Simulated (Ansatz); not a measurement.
# Cs2Os, from a guessed structure to a relaxed one, part 2 of 2

Starting from a made-up structure for Cs2Os, the aim is the relaxed cell, its shortest contacts and, where a second run follows, its electronic structure.

Ansatz 0.2.0; DFT, PBE, plane-wave PAW, files of the set soft_1, scalar-relativistic, no spin, cell and ions relaxed at zero pressure; PAW set soft_1 (the session's first sound run).

So far: Set-up; Relaxing cell and atoms. The relaxed cell has a = 5.916, c = 7.976 Å (conventional setting).

**3. Electronic structure of the relaxed cell**

With the geometry fixed, one more self-consistent run, with a narrower smearing and the mesh shown in its input, gives the bands, and its pressure, and its forces where symmetry allows any, show how far the geometry depends on these settings.

This step: DFT, PBE, plane-wave PAW, files of the set soft_1, scalar-relativistic, no spin, bands and density of states at the relaxed cell; PAW set soft_1 (Ansatz 0.2.0).

Input file input.yaml:

```yaml
crystal:
  lattice:
    - [5.9164177378, 0.0, 0.0]
    - [-2.9582088689, 5.1237680603, 0.0]
    - [0.0, 0.0, 7.9755384879]
  atoms:
    - { symbol: Os, position: [0.3333333333, 0.6666666667, 0.25] }
    - { symbol: Os, position: [0.6666666667, 0.3333333333, 0.75] }
    - { symbol: Cs, position: [0.0, 0.0, 0.5] }
    - { symbol: Cs, position: [0.0, 0.0, 0.0] }
    - { symbol: Cs, position: [0.3333333333, 0.6666666667, 0.75] }
    - { symbol: Cs, position: [0.6666666667, 0.3333333333, 0.25] }
kpoints:
  mp_grid: { grid: [6, 6, 4] }
  band_path:
    path:
      - [[0.0, 0.0, 0.0], [0.5, 0.0, 0.0], [0.33333333, 0.33333333, 0.0], [0.0, 0.0, 0.0], [0.0, 0.0, 0.5], [0.5, 0.0, 0.5], [0.33333333, 0.33333333, 0.5], [0.0, 0.0, 0.5]]
      - [[0.5, 0.0, 0.5], [0.5, 0.0, 0.0]]
      - [[0.33333333, 0.33333333, 0.0], [0.33333333, 0.33333333, 0.5]]
    npoints: 8
scf:
  occupations: { method: fermi_dirac, width: 0.03 }
  n_extra_bands: 10
hamiltonian:
  xc: pbe
  pseudopotentials: { kind: paw, azcp: { folder: soft_1 } }
output:
  forces: true
  stress: true
  write_bands: true
  dos: { projected: true }
  write_density: true
  write_potential: true
  elf: true
  volumetric_format: npy
```

The run is started by

```sh
$ ansatz run input.yaml --threads 4 --pin off --max-ram 10240MiB --backend cpu --events-out ev --progress --plain --runs-dir out
```

Numbers of over 12 decimals in the logs are rounded to 6 here.

The log of the run:

```text
[...]
Crystal: 6 atoms, lattice volume = 241.773 Å³
Basis set: ecut = 420 eV, 4707 PW (Γ), exchange–correlation on 80×80×108 points (8 copies of the dense FFT grid, shifted against one another)
Bands: 44, of which v1, the nominal top of the filled ones, is band 34 counted from 1 (33 counted from 0)
Symmetry: 24 space group operations
[...]
k-points: 21 of 144
[...]
SCF iter   1: F=—  HF=-45447.616075 eV  |F-HF|=—  |Δ(HF+E_count)|=         —  Δρ=7.49e-2  dr2=3.23e1  ethr=3.10e-3  ⟨swp⟩=8.7  Hψ=4176  notcnv=0
[...]
SCF iter  11: F=-45444.103719 eV  HF=-45444.103719 eV  |F-HF|=5.65e-8  |Δ(HF+E_count)|=   4.64e-8  Δρ=5.85e-6  dr2=8.36e-8  ethr=1.47e-10  ⟨swp⟩=15.2  Hψ=6644  notcnv=0
SCF 1 converged in 11 iterations: F = -45444.103719 eV  dr2 = 8.36e-8
[...]
NSCF: frozen V_eff on 75 k-points
SCF converged after 11 iterations
Free energy (F): -45444.103719 eV
[...]
Internal energy: -45443.979491 eV  (E = F + TS)
E sigma→0 (E₀):  -45444.041605 eV
Entropy (-TS):   -0.124228 eV (-20.705 meV/atom)
Fermi energy:    7.531408 eV
[...]
--- Stress (GPa, compression-positive) ---
       -0.086647      -0.000000       0.000000
       -0.000000      -0.086647       0.000000
        0.000000       0.000000      -0.090869
  P = ⅓ Tr σ = -0.0881 GPa (-0.881 kbar)
--- Band table (eV; the first three rows and the last of 21) ---
  k-point 0: bands = [... 30 lower, 7.4380, 7.4661, 7.6171, 7.6171, 7.7229, 7.7229, 8.9662, 8.9662, ... 6 higher]
  k-point 1: bands = [... 30 lower, 7.4262, 7.5122, 7.5735, 7.5735, 7.6941, 7.6941, 9.1478, 9.1478, ... 6 higher]
  k-point 2: bands = [... 30 lower, 7.4219, 7.4219, 7.6210, 7.6210, 7.6210, 7.6210, 9.4716, 9.4716, ... 6 higher]
  k-point 20: bands = [... 30 lower, 7.3145, 7.3145, 7.4592, 7.4592, 7.6160, 7.6160, 9.2072, 9.2072, ... 6 higher]
```

Wall time 8.9 s (4 threads of Arm Neoverse V1, shared host); peak memory 0.82 GiB.

Reading the cycles: dr2 is the Hartree energy of the density residual (eV), the measure of convergence; HF is the Harris–Foulkes estimate of the energy, which meets the free energy F at convergence.

This step gave:

```
free energy             : -45444.1037 eV
energy at zero smearing : -45444.0416 eV
smearing term TS        : 0.1242 eV
Fermi energy            : 7.531 eV
pressure                : -0.08805 GPa
```

bands.tsv at the labelled points (eV, zero at the Fermi level; the bands that come nearest the Fermi level along the path):

```tsv
point	band 31	band 32	band 33	band 34	band 35	band 36	band 37	band 38
Γ	-0.09	-0.07	0.09	0.09	0.19	0.19	1.43	1.43
M	-0.23	-0.22	-0.11	-0.09	-0.02	0.05	1.22	2.20
K	-0.15	-0.12	-0.12	-0.04	-0.04	0.09	1.82	1.82
Γ	-0.09	-0.07	0.09	0.09	0.19	0.19	1.43	1.43
A	-0.11	-0.11	0.09	0.09	0.09	0.09	1.94	1.94
L	-0.18	-0.18	-0.05	-0.05	0.05	0.05	1.28	1.28
H	-0.22	-0.22	-0.07	-0.07	0.08	0.08	1.68	1.68
A	-0.11	-0.11	0.09	0.09	0.09	0.09	1.94	1.94
L	-0.18	-0.18	-0.05	-0.05	0.05	0.05	1.28	1.28
M	-0.23	-0.22	-0.11	-0.09	-0.02	0.05	1.22	2.20
K	-0.15	-0.12	-0.12	-0.04	-0.04	0.09	1.82	1.82
H	-0.22	-0.22	-0.07	-0.07	0.08	0.08	1.68	1.68
```

Counts of states for the cell as run, both spins, by energy window (eV from the Fermi level):

| from | to | total |
| --- | --- | --- |
| -8 | -7 | 0.00 |
| -7 | -6 | 0.00 |
| -6 | -5 | 0.00 |
| -5 | -4 | 0.00 |
| -4 | -3 | 0.00 |
| -3 | -2 | 0.18 |
| -2 | -1 | 3.82 |
| -1 | 0 | 16.14 |
| 0 | 1 | 3.86 |
| 1 | 2 | 3.89 |
| 2 | 3 | 6.57 |

Below -8 eV lie 48.0 more states.

ELF in the ac plane at fractional y = 0.333, with atoms of Os and Cs within 0.2 Å of it. It is the smooth field of the valence electrons, not physical close to the nuclei.

Ten even steps from '_' (0.03) to '@' (0.87), each cell a mean:
```
______________..::::::::::::..__
____________..----------------..
____________::------====------::
__________..::----++****++----::
..__....__..----==**++++**==----
..__....__..----==**++****==----
__________..::----++****++----::
____________::------====------::
____________..--------------::..
______________..::::::::::::..__
________________________________
__________________::----::______
______________..++%%@@@@%%==..__
....::::....__==%%@@@@@@@@%%--__
..--====--....**@@@@++**@@@@++..
..--====--....##@@##..::%%@@**..
..--==----....**@@@@++**@@@@++..
....::::..____==%%@@@@@@@@%%--__
______________..++%%@@@@##==..__
__________________::----::______
________________________________
```
Columns run along a (5.9 Å), rows up along c (8.0 Å). Atoms in or near the plane, at fractional coordinates: Os at (0.67, 0.75), Cs at (0.67, 0.25).

Valence density in the ac plane at fractional y = 0.333, with atoms of Os and Cs within 0.2 Å of it. It is the smooth field of the valence electrons, not physical close to the nuclei.

Values in e/Å³, 21 rows by 16 columns, each cell a mean:
```
 0.0  0.0  0.1  0.1  0.0  0.0  0.0  0.0  0.1  0.1  0.1  0.1  0.1  0.1  0.0  0.0
 0.0  0.0  0.0  0.0  0.0  0.0  0.0  0.1  0.1  0.2  0.2  0.2  0.2  0.1  0.1  0.0
 0.0  0.0  0.0  0.0  0.0  0.0  0.1  0.1  0.3  0.6  1.0  1.0  0.5  0.2  0.1  0.1
 0.1  0.0  0.0  0.0  0.0  0.1  0.1  0.2  0.7  2.4  4.4  4.2  2.1  0.6  0.2  0.1
 0.1  0.1  0.1  0.1  0.1  0.1  0.1  0.3  1.2  4.8  7.7  7.5  4.2  1.0  0.3  0.1
 0.1  0.1  0.1  0.1  0.1  0.1  0.1  0.3  1.2  4.8  7.7  7.4  4.1  1.0  0.3  0.1
 0.1  0.0  0.0  0.0  0.0  0.1  0.1  0.2  0.6  2.3  4.3  4.1  2.0  0.6  0.2  0.1
 0.0  0.0  0.0  0.0  0.0  0.0  0.1  0.1  0.3  0.6  1.0  1.0  0.5  0.2  0.1  0.1
 0.0  0.0  0.0  0.0  0.0  0.0  0.0  0.1  0.1  0.2  0.2  0.2  0.2  0.1  0.1  0.0
 0.0  0.0  0.1  0.1  0.0  0.0  0.0  0.0  0.1  0.1  0.1  0.1  0.1  0.1  0.0  0.0
 0.0  0.0  0.1  0.1  0.0  0.0  0.0  0.0  0.0  0.0  0.1  0.1  0.0  0.0  0.0  0.0
 0.0  0.0  0.1  0.1  0.0  0.0  0.0  0.0  0.1  0.1  0.1  0.1  0.1  0.1  0.0  0.0
 0.0  0.1  0.1  0.1  0.1  0.0  0.0  0.1  0.2  0.3  0.5  0.5  0.3  0.1  0.1  0.0
 0.1  0.1  0.1  0.1  0.1  0.1  0.1  0.1  0.4  0.9  1.1  1.0  0.8  0.4  0.1  0.1
 0.1  0.1  0.1  0.1  0.1  0.1  0.1  0.3  0.8  1.1  0.6  0.6  1.1  0.7  0.2  0.1
 0.1  0.1  0.1  0.1  0.1  0.1  0.1  0.3  0.9  0.9 -0.1  0.0  1.0  0.8  0.3  0.1
 0.1  0.1  0.1  0.1  0.1  0.1  0.1  0.3  0.8  1.1  0.6  0.7  1.1  0.7  0.2  0.1
 0.1  0.1  0.1  0.1  0.1  0.1  0.1  0.1  0.4  0.9  1.0  1.0  0.8  0.4  0.1  0.1
 0.0  0.1  0.1  0.1  0.1  0.0  0.0  0.1  0.2  0.3  0.5  0.5  0.3  0.1  0.1  0.0
 0.0  0.0  0.1  0.1  0.0  0.0  0.0  0.0  0.1  0.1  0.1  0.1  0.1  0.1  0.0  0.0
 0.0  0.0  0.1  0.1  0.0  0.0  0.0  0.0  0.0  0.0  0.1  0.1  0.0  0.0  0.0  0.0
```
Columns run along a (5.9 Å), rows up along c (8.0 Å). Atoms in or near the plane, at fractional coordinates: Os at (0.67, 0.75), Cs at (0.67, 0.25).

Electrostatic potential energy in the ac plane at fractional y = 0.333, with atoms of Os and Cs within 0.2 Å of it. With pseudopotentials it is smooth inside the atoms' cores, unlike the true potential.

Ten even steps from '_' (-47 eV) to '@' (11 eV), each cell a mean:
```
@@@@@@@@@@@@@@@@@@@@@@@@@@@@@@@@
@@@@@@@@@@@@@@@@@@@@@@@@@@@@@@@@
@@@@@@@@@@@@@@@@@@##****%%@@@@@@
@@@@@@@@@@@@@@@@##--____--%%@@@@
@@@@@@@@@@@@@@@@++________**@@@@
@@@@@@@@@@@@@@@@++______..**@@@@
@@@@@@@@@@@@@@@@##--____==%%@@@@
@@@@@@@@@@@@@@@@@@##****%%@@@@@@
@@@@@@@@@@@@@@@@@@@@@@@@@@@@@@@@
@@@@@@@@@@@@@@@@@@@@@@@@@@@@@@@@
@@@@@@@@@@@@@@@@@@@@@@@@@@@@@@@@
@@@@@@@@@@@@@@@@@@@@@@@@@@@@@@@@
@@@@@@@@@@@@@@@@@@%%####%%@@@@@@
@@@@@@@@@@@@@@@@##++++++**%%@@@@
@@@@@@@@@@@@@@%%**++++++++**%%@@
@@@@@@@@@@@@@@%%++++++++++**%%@@
@@@@@@@@@@@@@@%%**++++++++**%%@@
@@@@@@@@@@@@@@@@##**++++**%%@@@@
@@@@@@@@@@@@@@@@@@%%####%%@@@@@@
@@@@@@@@@@@@@@@@@@@@@@@@@@@@@@@@
@@@@@@@@@@@@@@@@@@@@@@@@@@@@@@@@
```
Columns run along a (5.9 Å; values clipped at the 3rd and 97th percentile), rows up along c (8.0 Å). Atoms in or near the plane, at fractional coordinates: Os at (0.67, 0.75), Cs at (0.67, 0.25).

**4. Outcome**

| Item | Value |
| --- | --- |
| space group, relaxed | P6_3/mmc |
| conventional cell | a = 5.916, b = 5.916, c = 7.976 Å; α = 90.0°, β = 90.0°, γ = 120.0° |
| volume per atom | 40.30 Å³ (guess 38.78) |

Cs2Os relaxes to P6_3/mmc with a = 5.916, b = 5.916 and c = 7.976 Å. The guessed volume was 4 % too small. The space group P6_3/mmc was held in the relaxation, so the end point is a stationary structure within it and may be a saddle against distortions or other arrangements. Bands cross the Fermi level, so it is a metal or semimetal at this level. On the 6×6×4 mesh with the narrower smearing (relaxed on 5×5×4) the forces vanish, as symmetry may demand, and the largest stress component is 0.091 GPa, against the relaxation's thresholds of 0.015 eV/Å and 0.05 GPa. The cutoff wasn't tested. Spin-orbit coupling is left out, which can matter for elements this heavy. No dispersion term is used, so weakly bound directions may come out too long. The runs have no spin, and magnetism wasn't tested. Nothing here tests whether the compound is stable against decomposition.

[Logs are printed without paths, hosts, clocks, repeated set-up lines and the standing remarks that a program may print on its own settings, such as how far it seeks lower states.]

[Hosts, paths, dates, database ids (printed as entryN), source tags and the programs' standing remarks are cut or masked in the printed files.]
